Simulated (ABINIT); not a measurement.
# Beyond one shot: RbBH4 (F-43m), part 2 of 3

How far does self-consistency move the gap of RbBH4 (F-43m)?

ABINIT 10.8.3; PBEsol and many-body steps on it, plane waves. Known limits of the many-body steps: not at the basis limit; no spin-orbit coupling; coarse k mesh.

So far. Step 5 (evGW0, cycle 1): Against G0W0 in ABINIT (2×2×2 mesh, 62 bands, screening to 106.1 eV, Godby-Needs plasmon pole), the gap moves by +0.486 eV. This first cycle still uses the starting levels; it takes the full correction, at all points of the mesh, and its linearised value is 8.595 eV. Step 6 (evGW0, cycle 2): Against the cycle before, the gap moves by −0.149 eV.

### Step 7. evGW0, cycle 3

Level of this step: evGW0 on PBEsol, plane waves, norm-conserving pseudopotentials (ABINIT).

The input, run.abi:

```
acell 3*1.0 Angstrom
rprim 
  -0.000000000000 3.453240220000 3.453240220000
  3.453240220000 -0.000000000000 3.453240220000
  3.453240220000 3.453240220000 -0.000000000000
ntypat 3
znucl 37 5 1
natom 6
typat 1 2 3 3 3 3
xred 
  0.000000000000 0.000000000000 0.000000000000
  0.500000000000 0.500000000000 0.500000000000
  0.602415200000 0.602415200000 0.602415200000
  0.192754400000 0.602415200000 0.602415200000
  0.602415200000 0.602415200000 0.192754400000
  0.602415200000 0.192754400000 0.602415200000
pp_dirpath "pseudos"
pseudos "Rb.upf, B.upf, H.upf"
ecut 34
ngkpt 2 2 2
nshiftk 1
shiftk 0 0 0
kptopt 1
chksymbreak 0
istwfk *1
occopt 1
irdwfk 1
optdriver 4
nband 62
gwcalctyp 10
ecutsigx 34
symsigma 1
nkptgw 3
kptgw 
  0.0000000000 0.0000000000 0.0000000000
  0.5000000000 0.0000000000 0.0000000000
  0.5000000000 0.5000000000 0.0000000000
bdgw 
  1 12
  1 12
  1 12
ecuteps 3.9
irdscr 1
ppmodel 1
irdqps 1
indata_prefix "in"
outdata_prefix "out"
tmpdata_prefix "tmp"
```

The run is started by

```
$ OMP_NUM_THREADS=1 mpirun -n 4 abinit run.abi > log
```

Log:

```text
.Version 10.8.3 of ABINIT. v10.8.2 released Aug 2026.

 Symmetries : space group F-4 3 m (#216); Bravais cF (face-center cubic)
[... echo of the input left out ...]
== DATASET  1 ==================================================================
-   mpi_nproc: 4, omp_nthreads: 1 (-1 if OMP is not activated)

--- !DatasetInfo
iteration_state: {dtset: 1, }
dimensions: {natom: 6, nkpt: 3, mband: 62, nsppol: 1, nspinor: 1, nspden: 1, mpw: 5290, }
cutoff_energies: {ecut:  34.0, pawecutdg:  -1.0, }
[...]
Convergence of QP corrections
 >>>>> For spin  1 <<<<<
.  kptgw no:  1; Maximum DeltaE = (   1.624   0.013) for band index:  1
.  kptgw no:  2; Maximum DeltaE = (   1.515  -0.033) for band index:  1
.  kptgw no:  3; Maximum DeltaE = (   1.474   0.045) for band index:  1

== END DATASET(S) ==============================================================
================================================================================

 -outvars: echo values of variables after computation  --------
           etotal      0.0000000000E+00
            nband          62
             nkpt           3
          spgroup         216
 [... the other variables as echoed above ...]

 Calculation completed.
```

Run time: 8.4 s. Hardware: 4 MPI ranks of Arm Neoverse V1, shared host; peak memory 0.78 GiB; 33 s of CPU time.

This step gave:

| Property | Result |
| --- | --- |
| quasiparticle gap on the points computed | 8.935 eV |
| gap of the density functional on the mesh | 5.909 eV |
| k of the valence top | 0, 0, 0 |
| k of the conduction bottom | 0.5, 0.5, 0 |
| least direct quasiparticle gap on the computed points | 9.044 eV |

Against the cycle before, the gap moves by +0.003 eV.

### Step 8. Screening, 2×2×2 mesh, 62 bands, screening to 106.1 eV

This step: RPA screening on PBEsol, plane waves, norm-conserving pseudopotentials.

Changes to run.abi since step 7:

```diff
@@ -27,20 +27,13 @@
 irdwfk 1
-optdriver 4
+optdriver 3
 nband 62
+ecuteps 3.9
+inclvkb 2
+awtr 1
+symchi 1
 gwcalctyp 10
-ecutsigx 34
-symsigma 1
-nkptgw 3
-kptgw 
-  0.0000000000 0.0000000000 0.0000000000
-  0.5000000000 0.0000000000 0.0000000000
-  0.5000000000 0.5000000000 0.0000000000
-bdgw 
-  1 12
-  1 12
-  1 12
-ecuteps 3.9
-irdscr 1
-ppmodel 1
-irdqps 1
+mbpt_sciss 3.034 eV
+nqptdm 1
+qptdm 
+  0 0 0
 indata_prefix "in"
```

Log:

```text
.Version 10.8.3 of ABINIT. v10.8.2 released Aug 2026.

 Symmetries : space group F-4 3 m (#216); Bravais cF (face-center cubic)
[... echo of the input left out ...]
== DATASET  1 ==================================================================
-   mpi_nproc: 4, omp_nthreads: 1 (-1 if OMP is not activated)

--- !DatasetInfo
iteration_state: {dtset: 1, }
dimensions: {natom: 6, nkpt: 3, mband: 62, nsppol: 1, nspinor: 1, nspden: 1, mpw: 5290, }
cutoff_energies: {ecut:  34.0, pawecutdg:  -1.0, }
electrons: {nelect:   1.60000000E+01, charge:   0.00000000E+00, occopt:   1.00000000E+00, tsmear:   1.00000000E-02, }

 SCREENING: Calculation of the susceptibility and dielectric matrices

 Based on a program developped by R.W. Godby, V. Olevano, G. Onida, and L. Reining.
 Incorporated in ABINIT by V. Olevano, G.-M. Rignanese, and M. Torrent.
.Using double precision arithmetic ; gwpc =  8

[... cell and pseudopotentials left out ...]
--------------------------------------------------------------------------------

 ==== K-mesh for the wavefunctions ====
 Number of points in the irreducible wedge :     3
[... list of points left out ...]
 Together with 24 symmetry operations and time-reversal symmetry
 yields     8 points in the full Brillouin Zone.

 ==== Q-mesh for the screening function ====
 Number of points in the irreducible wedge :     3
[... list of points left out ...]
 Together with 24 symmetry operations and time-reversal symmetry
 yields     8 points in the full Brillouin Zone.

 setmesh: FFT mesh size selected  =    36x   36x   36
          total number of points  =        46656

 vcoul_init : cutoff-mode = AUXILIARY_FUNCTION
 q-points for optical limit:   1
     1)      0.000010    0.000020    0.000030

 Dielectric matrix will be calculated only for some
 selected q points provided by the user through the input variables
 nqptdm and qptdm

- screening: taking advantage of time-reversal symmetry
- Maximum band index for partially occupied states nbvw = 8
- Remaining bands to be divided among processors   nbcw = 54
- Number of bands treated by each node ~13

 rdqps: reading QP wavefunctions of the previous step
        looking for file in_QPS
 file not found, 1st iteration initialized with KS eigenelements

 screening : performing a first self-consistency
 update of the energies in W by a scissor operator
 applying a scissor operator of [eV] :   3.034

 Number of electrons calculated from density =   16.0000; Expected =   16.0000
 average of density, n =  0.028788
 r_s =    2.0241
 omega_plasma =   16.3667 [eV]

 calculating chi0 at frequencies [eV] :
  1    0.000000E+00    0.000000E+00
  2    0.000000E+00    1.636674E+01

--------------------------------------------------------------------------------
  q-point number  1        q = ( 0.000000, 0.000000, 0.000000) [r.l.u.]
--------------------------------------------------------------------------------
[... chi0 elements left out ...]
 For q-point:  0.000010 0.000020 0.000030
  dielectric constant =   2.0416
  dielectric constant without local fields =   2.2821

  Average fulfillment of the sum rule on Im[epsilon] for q-point    1 :     77.77  [%]
[... wings left out ...]
== END DATASET(S) ==============================================================
================================================================================

 -outvars: echo values of variables after computation  --------
           etotal      0.0000000000E+00
            nband          62
             nkpt           3
          spgroup         216
 [... the other variables as echoed above ...]

 Calculation completed.
```

It took 3.8 s on 4 MPI ranks; peak memory 0.51 GiB.

This step gave:

```
ε∞ with local fields, on this mesh, along the program's q direction : 2.042
the same without local fields                                       : 2.282
plasma frequency                                                    : 16.37 eV
plane waves in the screening matrix                                 : 181
```

This screening uses the functional's bands under a rigid shift, the mean opening of the cycle before.

### Step 9. Screening, 2×2×2 mesh, 62 bands, screening to 106.1 eV

This step: RPA screening on PBEsol from quasiparticle energies, plane waves, norm-conserving pseudopotentials.

Changes to run.abi since step 8:

```diff
@@ -33,7 +33,8 @@
 symchi 1
+irdqps 1
 gwcalctyp 10
-mbpt_sciss 3.034 eV
-nqptdm 1
+nqptdm 2
 qptdm 
-  0 0 0
+  0.5000000000 0.0000000000 0.0000000000
+  0.5000000000 0.5000000000 0.0000000000
 indata_prefix "in"
```

The input, mrgscr.stdin:

```
2
merged
q0_SCR
out_SCR
1
```

The run is started by

```
$ OMP_NUM_THREADS=1 mpirun -n 4 abinit run.abi > log; mrgscr < mrgscr.stdin
```

Log:

```text
.Version 10.8.3 of ABINIT. v10.8.2 released Aug 2026.

 Symmetries : space group F-4 3 m (#216); Bravais cF (face-center cubic)
[... echo of the input left out ...]
== DATASET  1 ==================================================================
-   mpi_nproc: 4, omp_nthreads: 1 (-1 if OMP is not activated)

--- !DatasetInfo
iteration_state: {dtset: 1, }
dimensions: {natom: 6, nkpt: 3, mband: 62, nsppol: 1, nspinor: 1, nspden: 1, mpw: 5290, }
cutoff_energies: {ecut:  34.0, pawecutdg:  -1.0, }
[...]
q-point number  2        q = ( 0.500000, 0.500000, 0.000000) [r.l.u.]
--------------------------------------------------------------------------------
[... chi0 elements left out ...]
  Average fulfillment of the sum rule on Im[epsilon] for q-point    3 :     85.23  [%]

== END DATASET(S) ==============================================================
================================================================================

 -outvars: echo values of variables after computation  --------
           etotal      0.0000000000E+00
            nband          62
             nkpt           3
          spgroup         216
 [... the other variables as echoed above ...]

 Calculation completed.
```

The job ended after 3.5 s (4 MPI ranks; peak memory 0.48 GiB; 14 s of CPU time).

Numbers from this step:

```yaml
plasma_frequency: 16.37 eV
plane_waves_in_the_screening_matrix: 181
```

This screening reads the quasiparticle levels of the cycle before.

### Step 10. evGW, cycle 1

This step: evGW on PBEsol, plane waves, norm-conserving pseudopotentials.

Changes to run.abi since step 9:

```diff
@@ -27,14 +27,20 @@
 irdwfk 1
-optdriver 3
+optdriver 4
 nband 62
-ecuteps 3.9
-inclvkb 2
-awtr 1
-symchi 1
-irdqps 1
 gwcalctyp 10
-nqptdm 2
-qptdm 
+ecutsigx 34
+symsigma 1
+nkptgw 3
+kptgw 
+  0.0000000000 0.0000000000 0.0000000000
   0.5000000000 0.0000000000 0.0000000000
   0.5000000000 0.5000000000 0.0000000000
+bdgw 
+  1 12
+  1 12
+  1 12
+ecuteps 3.9
+irdscr 1
+ppmodel 1
+irdqps 1
 indata_prefix "in"
```

The run is started by

```
$ OMP_NUM_THREADS=1 mpirun -n 4 abinit run.abi > log
```

Log:

```text
.Version 10.8.3 of ABINIT. v10.8.2 released Aug 2026.

 Symmetries : space group F-4 3 m (#216); Bravais cF (face-center cubic)
[... echo of the input left out ...]
== DATASET  1 ==================================================================
-   mpi_nproc: 4, omp_nthreads: 1 (-1 if OMP is not activated)

--- !DatasetInfo
iteration_state: {dtset: 1, }
dimensions: {natom: 6, nkpt: 3, mband: 62, nsppol: 1, nspinor: 1, nspden: 1, mpw: 5290, }
cutoff_energies: {ecut:  34.0, pawecutdg:  -1.0, }
[...]
Convergence of QP corrections
 >>>>> For spin  1 <<<<<
.  kptgw no:  1; Maximum DeltaE = (  -3.641  -0.142) for band index:  1
.  kptgw no:  2; Maximum DeltaE = (  -3.496  -0.547) for band index:  1
.  kptgw no:  3; Maximum DeltaE = (  -3.696  -0.647) for band index:  1

== END DATASET(S) ==============================================================
================================================================================

 -outvars: echo values of variables after computation  --------
           etotal      0.0000000000E+00
            nband          62
             nkpt           3
          spgroup         216
 [... the other variables as echoed above ...]

 Calculation completed.
```

Run time: 8.3 s. Hardware: 4 MPI ranks; peak memory 0.78 GiB.

Numbers from this step:

```yaml
quasiparticle_gap_on_the_points_computed: 9.45 eV
gap_of_the_density_functional_on_the_mesh: 5.909 eV
k_of_the_valence_top: 0, 0, 0
k_of_the_conduction_bottom: 0.5, 0.5, 0
least_direct_quasiparticle_gap_on_the_computed_points: 9.555 eV
```

Against G0W0 in ABINIT (2×2×2 mesh, 62 bands, screening to 106.1 eV, Godby-Needs plasmon pole), the gap moves by +0.855 eV.

### Step 11. Screening, 2×2×2 mesh, 62 bands, screening to 106.1 eV

This step: RPA screening on PBEsol, plane waves, norm-conserving pseudopotentials.

Changes to run.abi since step 10:

```diff
@@ -27,20 +27,13 @@
 irdwfk 1
-optdriver 4
+optdriver 3
 nband 62
+ecuteps 3.9
+inclvkb 2
+awtr 1
+symchi 1
 gwcalctyp 10
-ecutsigx 34
-symsigma 1
-nkptgw 3
-kptgw 
-  0.0000000000 0.0000000000 0.0000000000
-  0.5000000000 0.0000000000 0.0000000000
-  0.5000000000 0.5000000000 0.0000000000
-bdgw 
-  1 12
-  1 12
-  1 12
-ecuteps 3.9
-irdscr 1
-ppmodel 1
-irdqps 1
+mbpt_sciss 3.554 eV
+nqptdm 1
+qptdm 
+  0 0 0
 indata_prefix "in"
```

Log:

```text
.Version 10.8.3 of ABINIT. v10.8.2 released Aug 2026.

 Symmetries : space group F-4 3 m (#216); Bravais cF (face-center cubic)
[... echo of the input left out ...]
== DATASET  1 ==================================================================
-   mpi_nproc: 4, omp_nthreads: 1 (-1 if OMP is not activated)

--- !DatasetInfo
iteration_state: {dtset: 1, }
dimensions: {natom: 6, nkpt: 3, mband: 62, nsppol: 1, nspinor: 1, nspden: 1, mpw: 5290, }
cutoff_energies: {ecut:  34.0, pawecutdg:  -1.0, }
[...]
[... chi0 elements left out ...]
 For q-point:  0.000010 0.000020 0.000030
  dielectric constant =   2.0059
  dielectric constant without local fields =   2.2334

  Average fulfillment of the sum rule on Im[epsilon] for q-point    1 :     79.31  [%]
[... wings left out ...]
== END DATASET(S) ==============================================================
================================================================================

 -outvars: echo values of variables after computation  --------
           etotal      0.0000000000E+00
            nband          62
             nkpt           3
          spgroup         216
 [... the other variables as echoed above ...]

 Calculation completed.
```

It took 3.8 s on 4 MPI ranks; peak memory 0.51 GiB; 15 s of CPU time.

Numbers from this step:

- ε∞ with local fields, on this mesh, along the program's q direction: 2.006
- the same without local fields: 2.233
- plasma frequency: 16.37 eV
- plane waves in the screening matrix: 181

This screening uses the functional's bands under a rigid shift, the mean opening of the cycle before.

### Step 12. Screening, 2×2×2 mesh, 62 bands, screening to 106.1 eV

This step: RPA screening on PBEsol from quasiparticle energies, plane waves, norm-conserving pseudopotentials.

Changes to run.abi since step 11:

```diff
@@ -33,7 +33,8 @@
 symchi 1
+irdqps 1
 gwcalctyp 10
-mbpt_sciss 3.554 eV
-nqptdm 1
+nqptdm 2
 qptdm 
-  0 0 0
+  0.5000000000 0.0000000000 0.0000000000
+  0.5000000000 0.5000000000 0.0000000000
 indata_prefix "in"
```

mrgscr.stdin is that of step 9.

The run is started by

```
$ OMP_NUM_THREADS=1 mpirun -n 4 abinit run.abi > log; mrgscr < mrgscr.stdin
```

Log:

```text
.Version 10.8.3 of ABINIT. v10.8.2 released Aug 2026.

 Symmetries : space group F-4 3 m (#216); Bravais cF (face-center cubic)
[... echo of the input left out ...]
== DATASET  1 ==================================================================
-   mpi_nproc: 4, omp_nthreads: 1 (-1 if OMP is not activated)

--- !DatasetInfo
iteration_state: {dtset: 1, }
dimensions: {natom: 6, nkpt: 3, mband: 62, nsppol: 1, nspinor: 1, nspden: 1, mpw: 5290, }
cutoff_energies: {ecut:  34.0, pawecutdg:  -1.0, }
[...]
q-point number  2        q = ( 0.500000, 0.500000, 0.000000) [r.l.u.]
--------------------------------------------------------------------------------
[... chi0 elements left out ...]
  Average fulfillment of the sum rule on Im[epsilon] for q-point    3 :     87.07  [%]

== END DATASET(S) ==============================================================
================================================================================

 -outvars: echo values of variables after computation  --------
           etotal      0.0000000000E+00
            nband          62
             nkpt           3
          spgroup         216
 [... the other variables as echoed above ...]

 Calculation completed.
```

It took 3.5 s on 4 MPI ranks; peak memory 0.49 GiB; 14 s of CPU time.

Numbers from this step:

```yaml
plasma_frequency: 16.37 eV
plane_waves_in_the_screening_matrix: 181
```

This screening reads the quasiparticle levels of the cycle before.

### Step 13. evGW, cycle 2

This step: evGW on PBEsol, plane waves, norm-conserving pseudopotentials.

Changes to run.abi since step 12:

```diff
@@ -27,14 +27,20 @@
 irdwfk 1
-optdriver 3
+optdriver 4
 nband 62
-ecuteps 3.9
-inclvkb 2
-awtr 1
-symchi 1
-irdqps 1
 gwcalctyp 10
-nqptdm 2
-qptdm 
+ecutsigx 34
+symsigma 1
+nkptgw 3
+kptgw 
+  0.0000000000 0.0000000000 0.0000000000
   0.5000000000 0.0000000000 0.0000000000
   0.5000000000 0.5000000000 0.0000000000
+bdgw 
+  1 12
+  1 12
+  1 12
+ecuteps 3.9
+irdscr 1
+ppmodel 1
+irdqps 1
 indata_prefix "in"
```

The run is started by

```
$ OMP_NUM_THREADS=1 mpirun -n 4 abinit run.abi > log
```

Log:

```text
.Version 10.8.3 of ABINIT. v10.8.2 released Aug 2026.

 Symmetries : space group F-4 3 m (#216); Bravais cF (face-center cubic)
[... echo of the input left out ...]
== DATASET  1 ==================================================================
-   mpi_nproc: 4, omp_nthreads: 1 (-1 if OMP is not activated)

--- !DatasetInfo
iteration_state: {dtset: 1, }
dimensions: {natom: 6, nkpt: 3, mband: 62, nsppol: 1, nspinor: 1, nspden: 1, mpw: 5290, }
cutoff_energies: {ecut:  34.0, pawecutdg:  -1.0, }
[...]
Convergence of QP corrections
 >>>>> For spin  1 <<<<<
.  kptgw no:  1; Maximum DeltaE = (   1.466  -0.066) for band index:  1
.  kptgw no:  2; Maximum DeltaE = (   1.108  -0.152) for band index:  1
.  kptgw no:  3; Maximum DeltaE = (   1.338  -0.345) for band index:  1

== END DATASET(S) ==============================================================
================================================================================

 -outvars: echo values of variables after computation  --------
           etotal      0.0000000000E+00
            nband          62
             nkpt           3
          spgroup         216
 [... the other variables as echoed above ...]

 Calculation completed.
```

It took 8.4 s on 4 MPI ranks; peak memory 0.78 GiB.

This step gave:

```yaml
quasiparticle_gap_on_the_points_computed: 9.505 eV
gap_of_the_density_functional_on_the_mesh: 5.909 eV
k_of_the_valence_top: 0, 0, 0
k_of_the_conduction_bottom: 0.5, 0.5, 0
least_direct_quasiparticle_gap_on_the_computed_points: 9.611 eV
```

Against the cycle before, the gap moves by +0.055 eV.

### Step 14. Screening, 2×2×2 mesh, 62 bands, screening to 106.1 eV

This step: RPA screening on PBEsol, plane waves, norm-conserving pseudopotentials.

Changes to run.abi since step 13:

```diff
@@ -27,20 +27,13 @@
 irdwfk 1
-optdriver 4
+optdriver 3
 nband 62
+ecuteps 3.9
+inclvkb 2
+awtr 1
+symchi 1
 gwcalctyp 10
-ecutsigx 34
-symsigma 1
-nkptgw 3
-kptgw 
-  0.0000000000 0.0000000000 0.0000000000
-  0.5000000000 0.0000000000 0.0000000000
-  0.5000000000 0.5000000000 0.0000000000
-bdgw 
-  1 12
-  1 12
-  1 12
-ecuteps 3.9
-irdscr 1
-ppmodel 1
-irdqps 1
+mbpt_sciss 3.608 eV
+nqptdm 1
+qptdm 
+  0 0 0
 indata_prefix "in"
```

Log:

```text
.Version 10.8.3 of ABINIT. v10.8.2 released Aug 2026.

 Symmetries : space group F-4 3 m (#216); Bravais cF (face-center cubic)
[... echo of the input left out ...]
== DATASET  1 ==================================================================
-   mpi_nproc: 4, omp_nthreads: 1 (-1 if OMP is not activated)

--- !DatasetInfo
iteration_state: {dtset: 1, }
dimensions: {natom: 6, nkpt: 3, mband: 62, nsppol: 1, nspinor: 1, nspden: 1, mpw: 5290, }
cutoff_energies: {ecut:  34.0, pawecutdg:  -1.0, }
[...]
[... chi0 elements left out ...]
 For q-point:  0.000010 0.000020 0.000030
  dielectric constant =   2.0023
  dielectric constant without local fields =   2.2286

  Average fulfillment of the sum rule on Im[epsilon] for q-point    1 :     79.47  [%]
[... wings left out ...]
== END DATASET(S) ==============================================================
================================================================================

 -outvars: echo values of variables after computation  --------
           etotal      0.0000000000E+00
            nband          62
             nkpt           3
          spgroup         216
 [... the other variables as echoed above ...]

 Calculation completed.
```

Run time: 3.9 s. Hardware: 4 MPI ranks; peak memory 0.51 GiB; 15 s of CPU time.

Numbers from this step:

```yaml
eps_infinity_with_local_fields_on_this_mesh_along_the_program_s_q_direction: 2.002
the_same_without_local_fields: 2.229
plasma_frequency: 16.37 eV
plane_waves_in_the_screening_matrix: 181
```

This screening uses the functional's bands under a rigid shift, the mean opening of the cycle before.

(Continued in part 3 of 3.)

[Paths, hosts, dates, memory and timing lines, banners, echoed tables and standing remarks are left out of the program output.]

[Logs are printed without paths, hosts, clocks, repeated set-up lines and the standing remarks that a program may print on its own settings, such as how far it seeks lower states.]

[Runs of the session that timed out or met a known fault of the program may be left out.]

[No measured gap is set beside runs whose start may be inverted or whose files or cutoffs have a known fault.]

[Loops that did not settle are left out.]

[Hosts, paths, dates, database ids (printed as entryN), source tags and the programs' standing remarks are cut or masked in the printed files.]

[G0W0 gaps are taken among the corrected bands and points alone; a level outside them can change the order at an edge.]

[Where Ansatz stands beside ABINIT at settings called matched, ABINIT's density can come from a denser mesh and the files from another edition; pairs whose starting gaps differed by over 0.03 eV were left out, so agreement reads better than it is.]
